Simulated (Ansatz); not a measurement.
# K on Ir(111): change of the work function

Aim: the work function of Ir(111) at several coverages of K (fcc site), and the dipole that each adsorbate carries.

Calculated with Ansatz 0.2.0; plane-wave DFT, PBE, Ansatz PAW.

**1. Set-up**

The cell holds 4 atoms: 4 Ir. Its edges and angles: a = 2.715 Å, b = 2.715 Å, c = 24.651 Å, α = 90.0°, β = 90.0°, γ = 60.0°. Vacuum lies along c.

**2. The clean slab**

The bare slab comes first, as the zero from which every change is counted. The two lowest layers are held at bulk places and the upper ones relax. The dipole correction removes the false field that a one-sided slab makes across the periodic vacuum, so each face gets a flat vacuum level of its own.

File input.yaml:

```yaml
crystal:
  lattice:
    - [2.7152900398, 0.0, 0.0]
    - [1.3576450199, 2.3515101531, 0.0]
    - [0.0, 0.0, 24.6510751011]
  atoms:
    - { symbol: Ir, position: [0.0, 0.0, 0.3650956383] }
    - { symbol: Ir, position: [0.3333333333, 0.3333333333, 0.4550318794] }
    - { symbol: Ir, position: [0.6666666667, 0.6666666667, 0.5449681206] }
    - { symbol: Ir, position: [0.0, 0.0, 0.6349043617] }
kpoints:
  mp_grid: { grid: [12, 12, 1] }
hamiltonian:
  xc: pbe
scf:
  occupations: { method: fermi_dirac, width: 0.1 }
  convergence: { dr2_threshold: 1.0e-08 }
efield:
  axis: 3
  dipole_correction: true
  ramp_position: 0.97
  ramp_width: 0.06
relax:
  f_tol: 0.02
  max_steps: 60
  constraints: [{ sites: [0, 1] }]
output:
  write_potential: true
  write_density: true
  volumetric_format: npy
```

Command:

```console
$ ansatz run input.yaml --threads 4 --pin off --max-ram 16384MiB --backend cpu --events-out ev --progress --plain --runs-dir out
```

Log:

```text
Engine: ansatz 0.2.0, aarch64-unknown-linux-gnu
Pseudopotentials: kind: paw
Pseudopotential: Ir, paw, valence charge 17, recommended cutoff 420 eV (normal), Ir.paw.azcp
Functional definition: PBE
  parameter kappa = 0.804
  parameter beta = 0.066725
  exchange = pbe_x(kappa = kappa, mu = beta*pi^2/3)
  correlation = pbe_c(beta = beta)
Crystal: 4 atoms, lattice volume = 157.398 Å³
Basis set: ecut = 420 eV, 3101 PW (Γ), exchange–correlation on 40×40×360 points (8 copies of the dense FFT grid, shifted against one another)
Bands: 41, of which v1, the nominal top of the filled ones, is band 34 counted from 1 (33 counted from 0)
Symmetry: 6 space group operations
k-points: 19 of 144 (time reversal used)
Non-local potential: Ir, projectors of the file, l = 0: 3, l = 1: 2, l = 2: 2, l = 3: 1
PAW form: soft (Blöchl's): semilocal exchange-correlation on the pseudo side does not see the compensation charge
PAW one-centre angular grid: Ir, 590 points (default); XC on 64 Gauss nodes
Initial density: superposition of atomic densities (neutral atoms: chi_scale 0, normalization atom), corrected by the library's trained network
Initial wavefunctions: pseudopotential atomic-orbital guess
Functional: x = pbe(κ = 0.804, μ = 0.219515), c = pbe(β = 0.066725)
SCF iter   1: F=—  HF=-47739.534662 eV  |F-HF|=—  |Δ(HF+E_count)|=         —  Δρ=6.19e-3  dr2=3.30e-1  ethr=1.77e-3  p=0.000 e·Å  D=9.34e-15 V/Å  ΔV_dip=-0.00 eV  dr2_dipole=3.62e-7  V_vac-E_F(+/−)=5.19/5.19 eV  ⟨swp⟩=7.8  Hψ=3557  notcnv=0  defer=2
efield: sawtooth ramp at fractional position 0.9700 (set: `efield.ramp_position`, or a place that a band, a saddle search or an elastic batch's reference lends), width 0.0600; the density the first Hamiltonian is built on has a dipole p = 0.000 e·Å; the dipole correction subtracts the counter field D = 9.34e-15 V/Å, which shifts the + side's vacuum level by -0.00 eV against the − side's; the planar-averaged density in the ramp window peaks in size at 1.1e-5 e/Å³
preconditioner: auto → LDOS  [metal: Δε(μ)=0.097 eV  Ē_g=6.266 eV  σ=0.100 eV  W_gap=0.23  n_scr=18 (ndim 8)  ℏωp=17.8 eV  f_vac=0.579  D(μ)=3.93/eV (n_scr^D=16)  β→1.0]
SCF iter   2: F=—  HF=-47739.532903 eV  |F-HF|=—  |Δ(HF+E_count)|=   1.76e-3  Δρ=2.42e-3  dr2=2.91e-2  ethr=4.85e-4  p=-0.000 e·Å  D=-4.09e-5 V/Å  ΔV_dip=0.00 eV  dr2_dipole=6.08e-7  V_vac-E_F(+/−)=5.47/5.47 eV  ⟨swp⟩=1.8  Hψ=981  notcnv=0  defer=3
SCF iter   3: F=—  HF=-47739.530415 eV  |F-HF|=—  |Δ(HF+E_count)|=   2.49e-3  Δρ=5.42e-4  dr2=4.60e-4  ethr=4.28e-5  p=-0.000 e·Å  D=-3.23e-6 V/Å  ΔV_dip=0.00 eV  dr2_dipole=1.63e-8  V_vac-E_F(+/−)=5.48/5.48 eV  ⟨swp⟩=1.8  Hψ=1050  notcnv=0  defer=3
SCF iter   4: F=—  HF=-47739.530408 eV  |F-HF|=—  |Δ(HF+E_count)|=   6.62e-6  Δρ=1.07e-4  dr2=1.71e-5  ethr=6.77e-7  p=-0.000 e·Å  D=-2.54e-6 V/Å  ΔV_dip=0.00 eV  dr2_dipole=5.97e-10  V_vac-E_F(+/−)=5.49/5.48 eV  ⟨swp⟩=2.5  Hψ=1492  notcnv=0  defer=3
SCF iter   5: F=—  HF=-47739.530409 eV  |F-HF|=—  |Δ(HF+E_count)|=   4.11e-8  Δρ=3.97e-5  dr2=2.38e-6  ethr=2.51e-8  p=-0.000 e·Å  D=-6.64e-7 V/Å  ΔV_dip=0.00 eV  dr2_dipole=1.81e-10  V_vac-E_F(+/−)=5.49/5.49 eV  ⟨swp⟩=3.4  Hψ=1824  notcnv=0  defer=3
SCF iter   6: F=—  HF=-47739.530404 eV  |F-HF|=—  |Δ(HF+E_count)|=   4.32e-6  Δρ=1.67e-5  dr2=6.18e-7  ethr=3.51e-9  p=-0.000 e·Å  D=-9.94e-7 V/Å  ΔV_dip=0.00 eV  dr2_dipole=8.41e-11  V_vac-E_F(+/−)=5.49/5.49 eV  ⟨swp⟩=2.4  Hψ=1311  notcnv=0  defer=3
SCF iter   7: F=—  HF=-47739.530405 eV  |F-HF|=—  |Δ(HF+E_count)|=   3.13e-7  Δρ=3.98e-6  dr2=5.26e-8  ethr=9.08e-10  p=-0.000 e·Å  D=-2.22e-7 V/Å  ΔV_dip=0.00 eV  dr2_dipole=2.79e-12  V_vac-E_F(+/−)=5.49/5.49 eV  ⟨swp⟩=2.8  Hψ=1526  notcnv=0  defer=3
SCF iter   8: F=-47739.530405 eV  HF=-47739.530405 eV  |F-HF|=7.63e-9  |Δ(HF+E_count)|=   1.76e-8  Δρ=1.09e-6  dr2=3.19e-9  ethr=1.47e-11  p=-0.000 e·Å  D=-3.88e-8 V/Å  ΔV_dip=0.00 eV  dr2_dipole=1.15e-14  V_vac-E_F(+/−)=5.49/5.49 eV  ⟨swp⟩=11.1  Hψ=6015  notcnv=0
SCF 1 converged in 8 iterations: F = -47739.530405 eV  dr2 = 3.19e-9
  greatest PAW one-centre occupation: 1.000 electrons in one spin orbital (limit 2), on the Ir atom at site 1 (counted from 0), in its partial waves of l = 0
relax step   1: F+E_penalty+E_count = -47739.53040454 eV  Δ(F+E_penalty+E_count) = +0.000e0 eV  max|allowed force component| = 1.352e-1 eV/Å  Δτ_max = 0.0000 Å  (8 SCF iters, accepted)
Initial density: handed on by an earlier stage of this run
Initial wavefunctions: those handed on with the density
iter 1 solved again at ethr=1.27e-4 eV; its pass at ethr=3.10e-3 eV (dr2=8.61e-2 eV) is discarded
SCF iter   1: F=—  HF=-47739.531032 eV  |F-HF|=—  |Δ(HF+E_count)|=         —  Δρ=2.46e-3  dr2=7.87e-2  ethr=1.27e-4  p=-0.000 e·Å  D=-3.38e-7 V/Å  ΔV_dip=0.00 eV  dr2_dipole=3.17e-2  V_vac-E_F(+/−)=5.48/5.48 eV  ⟨swp⟩=1.9  Hψ=2300  notcnv=0  defer=5
efield: sawtooth ramp at fractional position 0.9700 (set: `efield.ramp_position`, or a place that a band, a saddle search or an elastic batch's reference lends), width 0.0600; the density the first Hamiltonian is built on has a dipole p = -0.000 e·Å; the dipole correction subtracts the counter field D = -3.38e-7 V/Å, which shifts the + side's vacuum level by +0.00 eV against the − side's; the planar-averaged density in the ramp window peaks in size at 2.8e-6 e/Å³
preconditioner: auto → LDOS  [metal: Δε(μ)=0.080 eV  Ē_g=6.312 eV  σ=0.100 eV  W_gap=0.19  n_scr=18 (ndim 8)  ℏωp=17.8 eV  f_vac=0.582  D(μ)=3.84/eV (n_scr^D=16)  β→1.0]
SCF iter   2: F=—  HF=-47739.530295 eV  |F-HF|=—  |Δ(HF+E_count)|=   7.36e-4  Δρ=1.06e-3  dr2=4.86e-3  ethr=1.16e-4  p=0.002 e·Å  D=2.34e-3 V/Å  ΔV_dip=-0.06 eV  dr2_dipole=1.15e-3  V_vac-E_F(+/−)=5.44/5.50 eV  ⟨swp⟩=2.0  Hψ=965  notcnv=0  defer=5
SCF iter   3: F=—  HF=-47739.529492 eV  |F-HF|=—  |Δ(HF+E_count)|=   8.04e-4  Δρ=4.91e-4  dr2=1.58e-3  ethr=7.15e-6  p=0.000 e·Å  D=5.10e-4 V/Å  ΔV_dip=-0.01 eV  dr2_dipole=1.15e-5  V_vac-E_F(+/−)=5.48/5.49 eV  ⟨swp⟩=3.0  Hψ=1497  notcnv=0  defer=5
SCF iter   4: F=—  HF=-47739.529184 eV  |F-HF|=—  |Δ(HF+E_count)|=   3.08e-4  Δρ=7.79e-5  dr2=1.08e-5  ethr=2.32e-6  p=0.001 e·Å  D=9.35e-4 V/Å  ΔV_dip=-0.02 eV  dr2_dipole=1.05e-6  V_vac-E_F(+/−)=5.47/5.49 eV  ⟨swp⟩=2.2  Hψ=1153  notcnv=0  defer=5
SCF iter   5: F=—  HF=-47739.529177 eV  |F-HF|=—  |Δ(HF+E_count)|=   7.14e-6  Δρ=3.71e-5  dr2=3.99e-6  ethr=1.59e-8  p=0.001 e·Å  D=8.37e-4 V/Å  ΔV_dip=-0.02 eV  dr2_dipole=1.40e-8  V_vac-E_F(+/−)=5.47/5.50 eV  ⟨swp⟩=2.9  Hψ=1583  notcnv=0  defer=5
SCF iter   6: F=—  HF=-47739.529168 eV  |F-HF|=—  |Δ(HF+E_count)|=   8.34e-6  Δρ=9.86e-6  dr2=2.12e-7  ethr=5.87e-9  p=0.001 e·Å  D=7.52e-4 V/Å  ΔV_dip=-0.02 eV  dr2_dipole=6.16e-9  V_vac-E_F(+/−)=5.48/5.49 eV  ⟨swp⟩=2.2  Hψ=1200  notcnv=0  defer=5
SCF iter   7: F=—  HF=-47739.529168 eV  |F-HF|=—  |Δ(HF+E_count)|=   2.30e-7  Δρ=4.00e-6  dr2=3.19e-8  ethr=3.11e-10  p=0.001 e·Å  D=7.21e-4 V/Å  ΔV_dip=-0.02 eV  dr2_dipole=6.66e-9  V_vac-E_F(+/−)=5.48/5.49 eV  ⟨swp⟩=3.1  Hψ=1431  notcnv=0  defer=5
SCF iter   8: F=-47739.529169 eV  HF=-47739.529169 eV  |F-HF|=8.45e-9  |Δ(HF+E_count)|=   8.39e-8  Δρ=1.08e-6  dr2=2.71e-9  ethr=1.47e-11  p=0.001 e·Å  D=7.05e-4 V/Å  ΔV_dip=-0.02 eV  dr2_dipole=3.01e-10  V_vac-E_F(+/−)=5.48/5.49 eV  ⟨swp⟩=11.2  Hψ=5954  notcnv=0
SCF 2 converged in 8 iterations: F = -47739.529169 eV  dr2 = 2.71e-9
  greatest PAW one-centre occupation: 1.000 electrons in one spin orbital (limit 2), on the Ir atom at site 2 (counted from 0), in its partial waves of l = 0
relax step   2: F+E_penalty+E_count = -47739.52916854 eV  Δ(F+E_penalty+E_count) = +1.236e-3 eV  max|allowed force component| = 2.063e-1 eV/Å  Δτ_max = 0.0402 Å  (8 SCF iters, rejected (line search))
SCF iter   1: F=—  HF=-47739.532187 eV  |F-HF|=—  |Δ(HF+E_count)|=         —  Δρ=1.53e-3  dr2=2.86e-2  ethr=4.36e-4  p=0.001 e·Å  D=7.05e-4 V/Å  ΔV_dip=-0.02 eV  dr2_dipole=1.13e-2  V_vac-E_F(+/−)=5.48/5.50 eV  ⟨swp⟩=2.7  Hψ=1390  notcnv=0  defer=5
efield: sawtooth ramp at fractional position 0.9700 (set: `efield.ramp_position`, or a place that a band, a saddle search or an elastic batch's reference lends), width 0.0600; the density the first Hamiltonian is built on has a dipole p = 0.001 e·Å; the dipole correction subtracts the counter field D = 7.05e-4 V/Å, which shifts the + side's vacuum level by -0.02 eV against the − side's; the planar-averaged density in the ramp window peaks in size at 2.3e-6 e/Å³
preconditioner: auto → LDOS  [metal: Δε(μ)=0.082 eV  Ē_g=6.284 eV  σ=0.100 eV  W_gap=0.20  n_scr=18 (ndim 8)  ℏωp=17.8 eV  f_vac=0.581  D(μ)=3.88/eV (n_scr^D=16)  β→1.0]
SCF iter   2: F=—  HF=-47739.531721 eV  |F-HF|=—  |Δ(HF+E_count)|=   4.67e-4  Δρ=6.52e-4  dr2=1.43e-3  ethr=4.20e-5  p=-0.000 e·Å  D=-4.32e-4 V/Å  ΔV_dip=0.01 eV  dr2_dipole=2.25e-4  V_vac-E_F(+/−)=5.50/5.49 eV  ⟨swp⟩=2.1  Hψ=1154  notcnv=0  defer=5
SCF iter   3: F=—  HF=-47739.531476 eV  |F-HF|=—  |Δ(HF+E_count)|=   2.44e-4  Δρ=3.15e-4  dr2=6.21e-4  ethr=2.10e-6  p=0.000 e·Å  D=4.60e-4 V/Å  ΔV_dip=-0.01 eV  dr2_dipole=3.40e-6  V_vac-E_F(+/−)=5.48/5.49 eV  ⟨swp⟩=2.9  Hψ=1511  notcnv=0  defer=5
SCF iter   4: F=—  HF=-47739.531352 eV  |F-HF|=—  |Δ(HF+E_count)|=   1.24e-4  Δρ=4.39e-5  dr2=3.31e-6  ethr=9.13e-7  p=0.000 e·Å  D=1.92e-4 V/Å  ΔV_dip=-0.00 eV  dr2_dipole=7.79e-8  V_vac-E_F(+/−)=5.49/5.49 eV  ⟨swp⟩=2.1  Hψ=1153  notcnv=0  defer=5
SCF iter   5: F=—  HF=-47739.531341 eV  |F-HF|=—  |Δ(HF+E_count)|=   1.07e-5  Δρ=2.02e-5  dr2=1.03e-6  ethr=4.87e-9  p=0.000 e·Å  D=2.40e-4 V/Å  ΔV_dip=-0.01 eV  dr2_dipole=6.27e-9  V_vac-E_F(+/−)=5.49/5.49 eV  ⟨swp⟩=3.1  Hψ=1636  notcnv=0  defer=5
SCF iter   6: F=—  HF=-47739.531341 eV  |F-HF|=—  |Δ(HF+E_count)|=   3.79e-7  Δρ=8.03e-6  dr2=1.31e-7  ethr=1.52e-9  p=0.000 e·Å  D=2.78e-4 V/Å  ΔV_dip=-0.01 eV  dr2_dipole=2.79e-9  V_vac-E_F(+/−)=5.49/5.49 eV  ⟨swp⟩=2.2  Hψ=1171  notcnv=0  defer=5
SCF iter   7: F=—  HF=-47739.531342 eV  |F-HF|=—  |Δ(HF+E_count)|=   1.54e-7  Δρ=2.33e-6  dr2=1.11e-8  ethr=1.93e-10  p=0.000 e·Å  D=2.91e-4 V/Å  ΔV_dip=-0.01 eV  dr2_dipole=3.45e-9  V_vac-E_F(+/−)=5.49/5.49 eV  ⟨swp⟩=2.3  Hψ=1199  notcnv=0  defer=5
SCF iter   8: F=-47739.531342 eV  HF=-47739.531342 eV  |F-HF|=4.76e-9  |Δ(HF+E_count)|=   3.00e-8  Δρ=5.88e-7  dr2=7.07e-10  ethr=1.47e-11  p=0.000 e·Å  D=2.99e-4 V/Å  ΔV_dip=-0.01 eV  dr2_dipole=3.66e-11  V_vac-E_F(+/−)=5.49/5.49 eV  ⟨swp⟩=10.5  Hψ=5643  notcnv=0
SCF 3 converged in 8 iterations: F = -47739.531342 eV  dr2 = 7.07e-10
relax step   3: F+E_penalty+E_count = -47739.53134163 eV  Δ(F+E_penalty+E_count) = -9.371e-4 eV  max|allowed force component| = 2.789e-3 eV/Å  Δτ_max = 0.0158 Å  (8 SCF iters, accepted)
NSCF: frozen V_eff on 19 k-points
the band table was solved once a step of the walk had ended and its energy, with any forces and stress, was formed, with the checks that follow a solve (3881 applications of the Hamiltonian). They found nothing against the state; the energy, forces and stress were not computed again (output.eigenvalues in the input reference)
WARN: The output density's exchange-correlation potential varies sharply where the density is thin. Do not read a vacuum level from v_tot or v_xc, or from such a field of the output density. On a cell that repeats whose density bears no net charge and no dipole along the vacuum's axis use v_es (v_loc + v_h of the components); under efield.dipole_correction with no amplitude use v_es + v_field, which holds any externa [...]
SCF converged after 8 iterations
Free energy (F): -47739.531342 eV
Harris-Foulkes:  -47739.531342 eV  (|F-HF|=4.76e-9)
Internal energy: -47739.398849 eV  (E = F + TS)
E sigma→0 (E₀):  -47739.465095 eV
Entropy (-TS):   -0.132493 eV (-33.123 meV/atom)
Fermi energy:    5.735751 eV
Dipole field:    D = 0.000308 V/Å  (p = 0.000268 e·Å, saw-weighted, corrected)
Work function:   Φ+ = 5.4864 eV   Φ− = 5.4940 eV
Levels:          The Fermi level and band energies are counted from a zero that moves with the ramp; work functions are not
--- Per-component energies (eV) ---
  E_band       = -1671.576538
  E_kinetic    = 2486.113090
  E_local      = -117421.112916  (includes V_loc(G=0)·N_el)
  E_nonlocal   = 291.629511
  E_hartree    = 57547.560114
  E_xc         = -1068.589999
  E_vxc        = -1195.849487  (∫ρ·V_xc dr)
  E_paw        = -36893.549534  (= ΣΔE_a)
  E_vpaw       = -927.471881  (= ΣTr[D̂ρ^β])
  E_aug_tail   = 0.000219  (compensation charges beyond the density's cutoff)
  E_efield     = 0.000000  (sawtooth field / dipole correction)
  E_vefield    = 0.000096  (∫n·V_field dr)
  E_ewald      = 47318.550667
  E_smearing   = -0.132493  (= −TS)
  E_closure    = -0.000000  (closes the sum)
  Σ components = -47739.531342   (vs F -47739.531342, Δ=0.00e0)
--- Forces (eV/Å), atoms counted from 1 ---
  atom   1  Ir     0.00000000    -0.00000000     0.12831674
  atom   2  Ir    -0.00000000    -0.00000000    -0.13090793
  atom   3  Ir     0.00000000     0.00000000    -0.00020093
  atom   4  Ir    -0.00000000     0.00000000     0.00278891
  max |Σ_I F_I| component: 3.21e-6 eV/Å
--- Band table (eV; the first three rows and the last of 19) ---
  k-point 0: bands = [... 30 lower, 2.8245, 4.5654, 4.5654, 4.9154, 4.9154, 5.0203, 5.8533, 5.8533, ... 3 higher]
  k-point 1: bands = [... 30 lower, 3.0292, 4.3234, 4.3914, 4.3950, 4.8764, 4.9658, 5.3069, 5.8533, ... 3 higher]
  k-point 2: bands = [... 30 lower, 3.6025, 3.6292, 3.8672, 4.2957, 4.5009, 4.9807, 5.8191, 5.8473, ... 3 higher]
  k-point 18: bands = [... 30 lower, 4.4076, 4.4245, 5.5716, 6.0441, 6.1830, 6.1849, 11.3203, 11.4245, ... 3 higher]
--- Relaxed structure (3 steps of the walk, 2 accepted, 0 SCFs on fresh bases) ---
  F+E_penalty+E_count = -47739.53134163 eV   max|allowed force component| = 2.789e-3 eV/Å
  atoms:
    - { symbol: Ir, position: [0.0, 0.0, 0.365096] }
    - { symbol: Ir, position: [0.333333, 0.333333, 0.4550318794] }
    - { symbol: Ir, position: [0.666667, 0.666667, 0.544863] }
    - { symbol: Ir, position: [-7.456013e-19, 0, 0.634264] }
```

Run time: 16 s. Hardware: 4 threads of Arm Neoverse N1, shared host; peak memory 0.46 GiB; 61 s of CPU time.

Step by step:

```tsv
step	energy less that of the first step (eV)	largest force component (eV/Å)
1	0.0000	0.1352
2	0.0012	0.2063
3	-0.0009	0.0028
```

Relaxation step 2 was tried and not accepted.

Forces are held to the 6 operations that the program found; a distortion that breaks them can't arise in this run.

The atoms that moved most (Å):

```tsv
atom	dx	dy	dz	length
Ir4	0.000	0.000	-0.016	0.016
```

Numbers from this step:

- energy at zero smearing: -47739.4651 eV
- work function, upper face: 5.486 eV
- dipole along the normal: 2.68e-4 e·Å

Running mean over 2.217 Å of the planar mean; the ramp of the sawtooth is left out. Electron's electrostatic potential energy less the Fermi level against z:

```tsv
z (Å)	electron's electrostatic potential energy less the Fermi level (eV)
3.5	5.49
4.0	5.49
4.5	5.49
5.0	5.49
5.5	5.47
6.0	5.42
6.5	5.19
7.0	4.28
7.5	0.793
8.0	-5.49
8.5	-10.8
9.0	-12.7
9.5	-13.1
10.0	-13.3
10.5	-13.4
11.0	-13.5
11.5	-13.6
12.0	-13.6
12.5	-13.6
13.0	-13.6
13.5	-13.6
14.0	-13.6
14.5	-13.5
15.0	-13.3
15.5	-12.9
16.0	-11.7
16.5	-7.22
17.0	-0.753
17.5	3.68
18.0	5.04
18.5	5.38
19.0	5.46
19.5	5.48
20.0	5.48
20.5	5.49
21.0	5.49
21.5	5.49
```

The relaxation took 3 steps and lowered the energy by 9.4e-4 eV; the largest force on the free atoms ends at 0.0028 eV/Å.

The work function of the upper face is 5.49 eV.

(Part 1 of 3 ends here.)

[Long decimals in the printed logs are rounded to 6 places.]

[Logs are printed without paths, hosts, clocks, repeated set-up lines and the standing remarks that a program may print on its own settings, such as how far it seeks lower states.]

[Hosts, paths, dates, database ids (printed as entryN), source tags and the programs' standing remarks are cut or masked in the printed files.]

[Maps of the electrostatic potential energy from Ansatz leave out the sawtooth potential of an applied field or a dipole correction, so their vacuum need not be flat; planar profiles and work functions include it.]
